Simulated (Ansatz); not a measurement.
## From r2SCAN to G0W0: NbInO4 (P2/c)

Aim: the quasiparticle gap of NbInO4 (P2/c), starting from r2SCAN.

Method: r2SCAN, then G0W0 on it, plane waves, PAW, in Ansatz 0.2.0.

**Experimental background.**

- Gap 4.7 eV: direct gap from Elliott-Toyozawa fit; diffuse reflectance; 300 K; powder (“Accurate Determination of the Band-Gap Energy of the Rare-Earth Niobate Series”, 2024, arxiv:2401.13477).

**1. Starting point**

The structure is monoclinic, space group P2/c (No. 13). Conventional cell: a = 4.835 Å, b = 5.771 Å, c = 5.144 Å, α = 90.00°, β = 91.13°, γ = 90.00°. Nearest to Nb lie 6 O at 1.88 to 2.15 Å. Nearest to In lie 6 O at 2.10 to 2.23 Å. Nearest to O lie 1 Nb at 1.88 Å and 2 In at 2.15 to 2.23 Å. Nearest to O lie 2 Nb at 1.98 to 2.15 Å and 1 In at 2.10 Å. Farther neighbours and most contacts between anions are not listed.

The cell and positions come from the Crystallography Open Database and are kept as given unless a step says otherwise. The default PAW set here is soft_2. Its files were made with PBE.

**2. The r2SCAN band structure**

Levels along a band path and on the mesh show where this functional puts the band edges.

This step: DFT, r2SCAN, plane waves, PAW.

input.yaml

```yaml
crystal:
  lattice:
    - [4.8355, 0.0, 0.0]
    - [0.0, 5.7709, 0.0]
    - [-0.1014445258, 0.0, 5.1429996119]
  atoms:
    - { symbol: Nb, position: [0.0, 0.1779, 0.25] }
    - { symbol: Nb, position: [0.0, 0.8221, 0.75] }
    - { symbol: In, position: [0.5, 0.6825, 0.25] }
    - { symbol: In, position: [0.5, 0.3175, 0.75] }
    - { symbol: O, position: [0.26, 0.618, 0.901] }
    - { symbol: O, position: [0.74, 0.618, 0.599] }
    - { symbol: O, position: [0.74, 0.382, 0.099] }
    - { symbol: O, position: [0.26, 0.382, 0.401] }
    - { symbol: O, position: [0.217, 0.898, 0.438] }
    - { symbol: O, position: [0.783, 0.898, 0.062] }
    - { symbol: O, position: [0.783, 0.102, 0.562] }
    - { symbol: O, position: [0.217, 0.102, 0.938] }
kpoints:
  mp_grid: { grid: [6, 4, 4] }
  band_path:
    path:
      - [0.0, 0.0, 0.0]
      - [0.0, 0.5, 0.0]
      - [0.0, 0.5, 0.5]
      - [0.0, 0.0, 0.5]
      - [0.0, 0.0, 0.0]
      - [-0.5, 0.0, 0.5]
      - [-0.5, 0.5, 0.5]
      - [0.0, 0.5, 0.0]
      - [-0.5, 0.5, 0.0]
      - [-0.5, 0.0, 0.0]
      - [0.0, 0.0, 0.0]
    npoints: 10
hamiltonian:
  xc: r2scan
scf:
  occupations: { method: fermi_dirac, width: 0.02 }
  n_extra_bands: 8
output:
  eigenvalues: true
  forces: true
  stress: true
```

On the command line:

```
ansatz run input.yaml --threads 24 --pin off --max-ram 82944MiB --backend cuda --events-out ev --progress --plain --runs-dir out --devices 1 --max-vram 78GiB
```

Numbers of over 12 decimals in the logs are rounded to 6 here.

The log of the run:

```text
scf.n_extra_bands = 8 over 50 filled bands (N_el = 100.0): the run solves 58 bands
GPUs: using 1 of 1 available (devices: 1).
Engine: ansatz 0.2.0, aarch64-unknown-linux-gnu
Pseudopotentials: kind: paw
Pseudopotential: Nb, paw, valence charge 13, recommended cutoff 500 eV (meta_gga), Nb.paw.azcp
Pseudopotential: In, paw, valence charge 13, recommended cutoff 500 eV (meta_gga), In.paw.azcp
Pseudopotential: O, paw, valence charge 6, recommended cutoff 500 eV (meta_gga), O.paw.azcp
Functional definition: r2SCAN
  parameter k0 = 0.174
  parameter k1 = 0.065
  parameter a1 = 4.9479
  exchange = r2scan_x(k0 = k0, k1 = k1, a1 = a1)
  correlation = r2scan_c
device memory: the entry about to start is reckoned to put 6.1 GiB on a device that reports 168.3 GiB free (of which the cap on the GPU budget leaves the run 78.0 GiB)
GPU FFT provider: cuFFT
GPU libraries: cuBLAS 13.8.1, cuFFT 12.4.0, cuSOLVER 12.3.2
GPU matrix products: emulated (plane waves: as basis.precision tells), large ones in fixed point in workspaces of 1.00 GiB
Crystal: 12 atoms, lattice volume = 143.516 Å³
Basis set: ecut = 500 eV, 3649 PW (Γ), exchange–correlation on 144×180×160 points (64 copies of the dense FFT grid, shifted against one another)
Bands: 58, of which v1, the nominal top of the filled ones, is band 50 counted from 1 (49 counted from 0)
Symmetry: 4 space group operations
Space group: P2/c (ITA 13), of the structure as read, at distance tolerance 5.2e-5 Å
k-points: 42 of 96
Non-local potential: Nb, projectors of the file, l = 0: 3, l = 1: 2, l = 2: 2, l = 3: 1
Non-local potential: In, projectors of the file, l = 0: 2, l = 1: 2, l = 2: 2, l = 3: 2
Non-local potential: O, projectors of the file, l = 0: 2, l = 1: 2, l = 2: 1
PAW form: soft (Blöchl's): semilocal exchange-correlation on the pseudo side does not see the compensation charge
PAW frozen core: Nb, regenerated for the run's functional (the file was generated under x = pbe(κ = 0.804, μ = 0.219515), c = pbe(β = 0.066725))
PAW frozen core: In, regenerated for the run's functional (the file was generated under x = pbe(κ = 0.804, μ = 0.219515), c = pbe(β = 0.066725))
PAW frozen core: O, regenerated for the run's functional (the file was generated under x = pbe(κ = 0.804, μ = 0.219515), c = pbe(β = 0.066725))
PAW one-centre angular grid: Nb, 590 points (default); XC on 160 Gauss nodes
PAW one-centre angular grid: In, 590 points (default); XC on 289 of its mesh's 2783 points in the sphere
PAW one-centre angular grid: O, 302 points (default); XC on 160 Gauss nodes
Initial density: superposition of atomic densities (neutral atoms: chi_scale 0, normalization atom), corrected by the library's trained network
Initial wavefunctions: pseudopotential atomic-orbital guess
GPU buffer pool allocated for 64800 grid points (all kernels)
GPU transforms: local potential and band sums: pruned to the plane-wave sphere, on 36×45×40
Functional: x = r2scan, c = r2scan; τ floored in thin density (d = 2e-4 eV/Å³)
SCF iter   1: F=—  HF=-24908.816248 eV  |F-HF|=—  |Δ(HF+E_count)|=         —  Δρ=1.64e-2  dr2=5.10e-1  dr2_τ=7.17e-1  ethr=1.77e-3  ⟨swp⟩=6.4  Hψ=9248  notcnv=0
preconditioner: auto → Resta (q_TF=auto, 2.569 Å⁻¹)  ε∞=5.7  [insulator: Δε(μ)=4.059 eV  Ē_g=13.099 eV  σ=0.020 eV  W_gap=1.00  n_scr=38 (ndim 8)  ℏωp=28.4 eV  f_vac=0.026  D(μ)=0.00/eV (n_scr^D=0)  ε∞_Penn≈5.7]
SCF iter   2: F=—  HF=-24908.868317 eV  |F-HF|=—  |Δ(HF+E_count)|=   5.21e-2  Δρ=7.16e-3  dr2=2.52e-2  dr2_τ=2.39e-2  ethr=5.10e-4  ⟨swp⟩=2.9  Hψ=4563  notcnv=0  defer=84
SCF iter   3: F=—  HF=-24908.869732 eV  |F-HF|=—  |Δ(HF+E_count)|=   1.42e-3  Δρ=3.34e-3  dr2=7.65e-3  dr2_τ=7.22e-4  ethr=2.52e-5  ⟨swp⟩=2.6  Hψ=4207  notcnv=0  defer=84
SCF iter   4: F=—  HF=-24908.869742 eV  |F-HF|=—  |Δ(HF+E_count)|=   9.78e-6  Δρ=6.37e-4  dr2=4.44e-4  dr2_τ=7.19e-5  ethr=7.65e-6  ⟨swp⟩=2.3  Hψ=3851  notcnv=0  defer=84
SCF iter   5: F=—  HF=-24908.869492 eV  |F-HF|=—  |Δ(HF+E_count)|=   2.50e-4  Δρ=2.78e-4  dr2=1.01e-4  dr2_τ=1.63e-5  ethr=4.44e-7  ⟨swp⟩=2.0  Hψ=3643  notcnv=0  defer=84
SCF iter   6: F=—  HF=-24908.869545 eV  |F-HF|=—  |Δ(HF+E_count)|=   5.30e-5  Δρ=7.77e-5  dr2=9.71e-6  dr2_τ=7.39e-7  ethr=1.01e-7  ⟨swp⟩=2.0  Hψ=3806  notcnv=0  defer=84
SCF iter   7: F=—  HF=-24908.869775 eV  |F-HF|=—  |Δ(HF+E_count)|=   2.30e-4  Δρ=1.72e-5  dr2=4.83e-7  dr2_τ=3.67e-8  ethr=9.71e-9  ⟨swp⟩=2.0  Hψ=3838  notcnv=0  defer=84
SCF iter   8: F=-24908.869775 eV  HF=-24908.869775 eV  |F-HF|=1.18e-9  |Δ(HF+E_count)|=   1.01e-7  Δρ=4.02e-6  dr2=3.29e-8  dr2_τ=2.09e-9  ethr=1.00e-10  ⟨swp⟩=10.4  Hψ=9548  notcnv=0
SCF 1 converged in 8 iterations: F = -24908.869775 eV  dr2 = 3.29e-8
  greatest PAW one-centre occupation: 1.001 electrons in one spin orbital (limit 2), on the Nb atom at site 1 (counted from 0), in its partial waves of l = 0
device memory: the entry about to start is reckoned to put 11.0 GiB on a device that reports 168.8 GiB free (of which the cap on the GPU budget leaves the run 78.0 GiB)
NSCF: frozen V_eff on 101 k-points, pencils in batches of 32, up to order 256
SCF converged after 8 iterations
Free energy (F): -24908.869775 eV
Harris-Foulkes:  -24908.869775 eV  (|F-HF|=1.18e-9)
Internal energy: -24908.869775 eV  (E = F + TS)
E sigma→0 (E₀):  -24908.869775 eV
Fermi energy:    10.525687 eV
--- Per-component energies (eV) ---
  E_band       = -379.936242
  E_kinetic    = 2690.843805
  E_local      = -6467.150155  (includes V_loc(G=0)·N_el)
  E_nonlocal   = 1352.364405
  E_hartree    = 2315.123992
  E_xc         = -1325.916673
  E_vxc        = -1527.373519  (∫ρ·V_xc dr)
  E_paw        = -15841.503932  (= ΣΔE_a)
  E_vpaw       = -1156.186227  (= ΣTr[D̂ρ^β])
  E_aug_tail   = 0.008239  (compensation charges beyond the density's cutoff)
  E_vtau       = 97.299933  (kinetic-family band-sum trace: ∫τ·v_τ [+ j·A + Jᵃ·Aᵃ] dr)
  E_ewald      = -7633.930159
  E_core_change = 1.290703  (= ΣΔE_core)
  E_smearing   = -0.000000  (= −TS)
  E_closure    = -0.000000  (closes the sum)
  Σ components = -24908.869775   (vs F -24908.869775, Δ=0.00e0)
--- Forces (eV/Å), atoms counted from 1 ---
  atom   1  Nb     0.00000000     0.01846082     0.00000000
  atom   2  Nb     0.00000000    -0.01846082     0.00000000
  atom   3  In     0.00000000    -0.12508754     0.00000000
  atom   4  In     0.00000000     0.12508754     0.00000000
  atom   5  O     -0.02668579    -0.00958596     0.01245886
  atom   6  O      0.02668579    -0.00958596    -0.01245886
  atom   7  O      0.02668579     0.00958596    -0.01245886
  atom   8  O     -0.02668579     0.00958596     0.01245886
  atom   9  O     -0.15056199     0.04136016     0.11137750
  atom  10  O      0.15056199     0.04136016    -0.11137750
  atom  11  O      0.15056199    -0.04136016    -0.11137750
  atom  12  O     -0.15056199    -0.04136016     0.11137750
  max |Σ_I F_I| component: 2.78e-17 eV/Å
--- Stress (GPa, compression-positive) ---
        2.100547       0.000000       0.247142
        0.000000       2.190078       0.000000
        0.247137       0.000000       1.666278
  P = ⅓ Tr σ = 1.9856 GPa (19.856 kbar)
--- Band table (eV; the first three rows and the last of 42) ---
  k-point 0: bands = [... 46 lower, 8.0940, 8.1228, 8.4301, 8.4670, 12.6602, 13.1299, 13.1873, 13.2419, ... 4 higher]
  k-point 1: bands = [... 46 lower, 8.1603, 8.2559, 8.4361, 8.4628, 12.5983, 12.7977, 13.1409, 13.1437, ... 4 higher]
  k-point 2: bands = [... 46 lower, 8.1933, 8.1933, 8.3839, 8.3839, 12.5509, 12.5509, 13.1723, 13.1723, ... 4 higher]
  k-point 41: bands = [... 46 lower, 7.7785, 7.7785, 8.2925, 8.2925, 13.1242, 13.1242, 13.1583, 13.1583, ... 4 higher]
```

Elapsed: 1.9 s, on 1 × NVIDIA GB200 (shared by 2 runs) with 24 threads of Arm Neoverse V2, shared host; peak memory 1.1 GiB; 6 s of CPU time.

Reading the cycles: dr2 is the Hartree energy of the density residual (eV), the measure of convergence; HF is the Harris–Foulkes estimate of the energy, which meets the free energy F at convergence.

This step gave:

- pressure: 1.986 GPa
- filled bands: 50
- gap: 3.797 eV
- valence top at: k = (0.333, 0.000, -0.250)
- conduction bottom at: k = (0.167, 0.000, -0.500)
- least direct gap: 3.939 eV

Over mesh and path the gap is 3.797 eV, from k = (0.333, 0.000, -0.250) to k = (0.167, 0.000, -0.500). The least direct gap found is 3.939 eV, at k = (0.000, 0.500, 0.000).

The electronic bands at the labelled points (eV, zero at the top of the highest nominally filled band):

```tsv
point	band 47	band 48	band 49	band 50	band 51	band 52	band 53	band 54
Γ	-0.53	-0.50	-0.20	-0.16	4.03	4.50	4.56	4.62
halfway	-0.67	-0.42	-0.29	-0.13	3.96	4.40	4.67	4.87
Z	-0.59	-0.55	-0.37	-0.07	3.87	4.63	4.76	4.87
halfway	-0.82	-0.80	-0.23	-0.19	3.90	4.60	4.65	4.82
D	-0.53	-0.53	-0.36	-0.36	4.09	4.09	4.77	4.77
halfway	-0.45	-0.45	-0.34	-0.34	4.01	4.01	4.72	4.72
B	-0.43	-0.43	-0.24	-0.24	3.92	3.92	4.55	4.55
halfway	-0.47	-0.37	-0.19	-0.16	3.97	4.17	4.52	4.52
Γ	-0.53	-0.50	-0.20	-0.16	4.03	4.50	4.56	4.62
halfway	-0.77	-0.42	-0.26	-0.01	4.07	4.10	4.65	4.70
A	-0.54	-0.54	-0.19	-0.19	4.34	4.34	4.74	4.74
halfway	-0.61	-0.61	-0.26	-0.26	4.43	4.43	4.64	4.64
E	-0.85	-0.85	-0.33	-0.33	4.50	4.50	4.53	4.53
halfway	-0.79	-0.73	-0.28	-0.26	4.01	4.15	4.76	4.83
Z	-0.59	-0.55	-0.37	-0.07	3.87	4.63	4.76	4.87
halfway	-0.64	-0.61	-0.40	-0.28	4.13	4.68	4.71	4.86
C2	-0.69	-0.54	-0.37	-0.21	4.40	4.52	4.59	4.72
halfway	-0.68	-0.50	-0.33	-0.11	4.39	4.45	4.58	4.79
Y2	-0.40	-0.29	-0.29	-0.05	4.39	4.43	4.43	4.88
halfway	-0.62	-0.47	-0.22	-0.11	4.21	4.46	4.49	4.71
Γ	-0.53	-0.50	-0.20	-0.16	4.03	4.50	4.56	4.62
```

**3. G0W0 on the 4×2×4 mesh**

G0W0 replaces the xc potential by a self-energy built once from the orbitals of the start. Levels are corrected in the window of bands that the input names, at points of the mesh.

This step: G0W0 on r2SCAN, plane waves, PAW.

input.yaml, the sections that differ from step 2:

```yaml
kpoints:
  mp_grid: { grid: [4, 2, 4] }
scf:
  occupations: { method: fixed }
gw:
  n_empty_bands: 659
  ecut_chi: 160.0
  qp_bands: [v4, c4]
  qp_kpoints: band_edges
  screening: { model: contour_deformation }
# crystal, hamiltonian: as in step 2
# output: removed
```

The log of the run:

```text
GPUs: using 1 of 1 available (devices: 1).
[...]
Crystal: 12 atoms, lattice volume = 143.516 Å³
Basis set: ecut = 500 eV, 3649 PW (Γ), exchange–correlation on 144×180×160 points (64 copies of the dense FFT grid, shifted against one another)
Bands: 62, of which v1, the nominal top of the filled ones, is band 50 counted from 1 (49 counted from 0)
Symmetry: 4 space group operations
[...]
k-points: 20 of 32
[...]
SCF iter   1: F=—  HF=-24908.806817 eV  |F-HF|=—  |Δ(HF+E_count)|=         —  Δρ=1.64e-2  dr2=5.11e-1  dr2_τ=7.18e-1  ethr=1.77e-3  ⟨swp⟩=5.0  Hψ=4270  notcnv=0  defer=192
[...]
SCF iter   8: F=-24908.859429 eV  HF=-24908.859429 eV  |F-HF|=3.24e-9  |Δ(HF+E_count)|=   7.80e-8  Δρ=3.77e-6  dr2=2.90e-8  dr2_τ=2.19e-9  ethr=1.00e-10  ⟨swp⟩=10.0  Hψ=4192  notcnv=0
SCF 1 converged in 8 iterations: F = -24908.859429 eV  dr2 = 2.90e-8
[...]
SCF converged after 8 iterations
[...]
12    54     13.4200   -14.0103    -5.1652   -20.1329  0.7764    14.3899    14.3773  root
    13    47      7.8361   -26.2676     4.3420   -21.5128  0.7531     7.4207     7.4232  root
    13    48      7.8931   -25.7060     4.2995   -21.0001  0.7511     7.4843     7.4868  root
    13    49      8.3510   -26.2471     4.4194   -21.4727  0.7509     7.9941     7.9959  root
    13    50      8.3690   -25.9545     4.4816   -21.1255  0.7476     8.0198     8.0216  root
    13    51     12.6407   -13.4107    -5.2328   -19.4763  0.7880    13.4820    13.4735  root
    13    52     12.7787   -12.9748    -4.9739   -18.7208  0.7957    13.5574    13.5507  root
    13    53     13.3852   -14.2877    -5.1809   -20.4176  0.7738    14.3469    14.3341  root
    13    54     13.4523   -14.3129    -5.2297   -20.5281  0.7740    14.4514    14.4378  root
    14    47      8.2300   -26.9752     4.1286   -22.4878  0.7620     7.8696     7.8712  root
    14    48      8.3335   -26.2994     4.3957   -21.5409  0.7513     7.9688     7.9707  root
    14    49      8.3373   -25.9014     4.5782   -20.9719  0.7453     7.9841     7.9859  root
    14    50      8.5814   -26.2400     4.5947   -21.2992  0.7480     8.2336     8.2353  root
    14    51     13.0143   -13.9070    -5.3176   -20.1425  0.7773    13.9439    13.9322  root
    14    52     13.0535   -13.9909    -5.1939   -20.1138  0.7798    13.9939    13.9825  root
    14    53     13.0591   -13.6851    -5.0353   -19.6341  0.7808    13.9834    13.9727  root
    14    54     13.5041   -14.2129    -5.3428   -20.5196  0.7707    14.4819    14.4681  root
    15    47      8.0952   -25.9181     4.5335   -20.9941  0.7460     7.7024     7.7048  root
    15    48      8.1320   -26.8697     4.1685   -22.3301  0.7615     7.7591     7.7608  root
    15    49      8.4778   -26.1110     4.5872   -21.1697  0.7469     8.1218     8.1236  root
    15    50      8.5244   -26.3218     4.4460   -21.5378  0.7505     8.1849     8.1865  root
    15    51     12.8429   -13.7007    -5.2782   -19.8680  0.7829    13.7422    13.7320  root
    15    52     13.0938   -13.3556    -5.2151   -19.4304  0.7817    13.9634    13.9534  root
    15    53     13.2632   -13.9279    -5.2139   -20.0626  0.7761    14.1958    14.1840  root
    15    54     13.3959   -14.3007    -5.0109   -20.2675  0.7767    14.3638    14.3516  root
    16    47      8.0906   -26.5696     4.3403   -21.8400  0.7545     7.6992     7.7013  root
    16    48      8.0906   -26.5696     4.3403   -21.8400  0.7545     7.6992     7.7013  root
    16    49      8.4360   -26.1668     4.5104   -21.3049  0.7485     8.0826     8.0844  root
    16    50      8.4360   -26.1668     4.5104   -21.3049  0.7485     8.0826     8.0844  root
    16    51     12.9626   -13.6026    -5.1412   -19.6051  0.7833    13.8335    13.8239  root
    16    52     12.9626   -13.6026    -5.1412   -19.6051  0.7833    13.8335    13.8239  root
    16    53     13.3683   -13.9303    -5.1840   -20.0174  0.7771    14.2827    14.2714  root
    16    54     13.3683   -13.9303    -5.1840   -20.0174  0.7771    14.2827    14.2714  root
    17    47      7.9396   -25.9882     4.3112   -21.3088  0.7512     7.5695     7.5714  root
    17    48      8.0907   -26.3036     4.3542   -21.5915  0.7552     7.7310     7.7327  root
    17    49      8.2608   -25.8268     4.5274   -20.9398  0.7456     7.8993     7.9012  root
    17    50      8.4219   -26.1755     4.6383   -21.1758  0.7463     8.0585     8.0604  root
    17    51     13.0260   -13.9108    -5.4095   -20.2200  0.7769    13.9372    13.9258  root
    17    52     13.1429   -13.6989    -4.8977   -19.3981  0.7942    13.9517    13.9444  root
    17    53     13.2168   -14.0983    -5.2548   -20.3039  0.7757    14.1802    14.1676  root
[...]
18    51     12.9005   -13.5040    -5.4430   -19.8396  0.7805    13.8038    13.7930  root
    18    52     12.9669   -13.1550    -5.0325   -18.9733  0.7944    13.7598    13.7526  root
    18    53     13.4006   -14.4165    -5.1425   -20.4930  0.7740    14.3469    14.3346  root
    18    54     13.4682   -14.4647    -5.0926   -20.5387  0.7753    14.4627    14.4496  root
    19    47      7.7804   -26.1481     4.4692   -21.2631  0.7522     7.3620     7.3646  root
    19    48      7.7804   -26.1481     4.4692   -21.2631  0.7522     7.3620     7.3646  root
    19    49      8.2941   -26.0032     4.5146   -21.1169  0.7477     7.9203     7.9224  root
    19    50      8.2941   -26.0032     4.5146   -21.1169  0.7477     7.9203     7.9224  root
    19    51     13.1251   -13.3582    -5.2712   -19.4919  0.7840    13.9974    13.9876  root
    19    52     13.1251   -13.3582    -5.2712   -19.4919  0.7840    13.9974    13.9876  root
    19    53     13.1590   -14.0158    -5.1014   -20.0007  0.7806    14.0529    14.0425  root
    19    54     13.1590   -14.0158    -5.1014   -20.0007  0.7806    14.0529    14.0425  root
```

It took 22 s on 1 × NVIDIA GB200 (shared by 2 runs) with 24 threads; peak memory 4.3 GiB; 87 s of CPU time.

This step gave:

| Quantity | Value |
| --- | --- |
| bands summed | 709 |
| RPA ε∞ on this mesh (eigenvalues) | 4.412, 4.512, 4.749 |
| plane waves in the screening matrix | 645 |
| q-points in the mesh | 32 |
| G0W0 gap over the corrected points | 4.942 eV |
| k of the valence top | 0.25, 0, -0.25 |
| k of the conduction bottom | 0.25, 0, -0.5 |
| starting gap on the mesh | 3.846 eV |
| Z at the valence top | 0.7514 |
| Z at the conduction bottom | 0.7967 |
| least direct G0W0 gap over the corrected points | 5.061 eV |

Over all 20 irreducible mesh points the G0W0 gap is 4.942 eV, from k = (0.250, 0.000, -0.250) to k = (0.250, 0.000, -0.500). The r2SCAN gap of this run on the mesh is 3.846 eV. The two states that bound the G0W0 gap lie that far apart at the start, so the correction of the gap is 4.942 − 3.846 = +1.096 eV. The start of this run differs from the step before in mesh (6×4×4 and 4×2×4).

Labels follow the order of the start: v1 is the top filled band, c1 the lowest empty one; levels that stay degenerate share a row, the window can cut a multiplet, doubted levels are not marked in this list, bands outside the window were not corrected, and the list may be a part of the corrected levels. The levels before and after the correction (eV, zero at the valence-band top of each column):

```tsv
	conduction bottom	valence top
Kohn-Sham	3.85	0.00
G0W0	4.94	0.00
```

```tsv
	level	occupation	energy (eV)
Kohn-Sham	(0.25 0 -0.5) v3	2	-0.408
Kohn-Sham	(0.25 0 -0.5) v2	2	-0.281
Kohn-Sham	(0.25 0 -0.5) v1	2	-0.170
Kohn-Sham	(0.25 0 -0.5) c1	0	3.846
Kohn-Sham	(0.25 0 -0.5) c2	0	4.427
Kohn-Sham	(0.25 0 -0.5) c3	0	4.552
Kohn-Sham	(0.25 0 -0.25) v3	2	-0.413
Kohn-Sham	(0.25 0 -0.25) v2	2	-0.245
Kohn-Sham	(0.25 0 -0.25) v1	2	0.000
Kohn-Sham	(0.25 0 -0.25) c1	0	4.082
Kohn-Sham	(0.25 0 -0.25) c2	0	4.112
Kohn-Sham	(0.25 0 -0.25) c3	0	4.662
G0W0	(0.25 0 -0.5) v3	2	-0.456
G0W0	(0.25 0 -0.5) v2	2	-0.301
G0W0	(0.25 0 -0.5) v1	2	-0.192
G0W0	(0.25 0 -0.5) c1	0	4.942
G0W0	(0.25 0 -0.5) c2	0	5.605
G0W0	(0.25 0 -0.5) c3	0	5.794
G0W0	(0.25 0 -0.25) v3	2	-0.447
G0W0	(0.25 0 -0.25) v2	2	-0.272
G0W0	(0.25 0 -0.25) v1	2	0.000
G0W0	(0.25 0 -0.25) c1	0	5.198
G0W0	(0.25 0 -0.25) c2	0	5.277
G0W0	(0.25 0 -0.25) c3	0	5.957
```

The parts of the quasiparticle energy for the two states that bound the G0W0 gap, in eV on the run's own scale (QP = start + Σx + Σc − Vxc, with Σc at the quasiparticle energy):

```tsv
edge	k	band	start	Σx	Σc	Vxc	Z	QP
valence top	(0.250, 0.000, -0.250)	50	8.617	−26.333	4.396	−21.609	0.751	8.290
conduction bottom	(0.250, 0.000, -0.500)	51	12.463	−13.071	−4.876	−18.715	0.797	13.232
```

(Continued in part 2 of 2.)

[Paths, hosts, dates, memory and timing lines, banners, echoed tables and standing remarks are left out of the program output.]

[Logs are printed without paths, hosts, clocks, repeated set-up lines and the standing remarks that a program may print on its own settings, such as how far it seeks lower states.]

[Runs of the session that timed out or met a known fault of the program may be left out.]

[Cells called generated may have been cut or substituted from an entry of the Crystallography Open Database or the Materials Project.]

[Hosts, paths, dates, database ids (printed as entryN), source tags and the programs' standing remarks are cut or masked in the printed files.]

[Where an RPA ε∞ is given, it is that of the G0W0 mesh and is not shown converged in it. Names of k-points follow the symmetry that the program found, which can be lower than the space group named. Band edges on a path are those of the sampled points; other points can move an edge, and change direct to indirect where valleys lie close.]

[Hybrid gaps are those of their k-mesh and are not shown converged in it.]
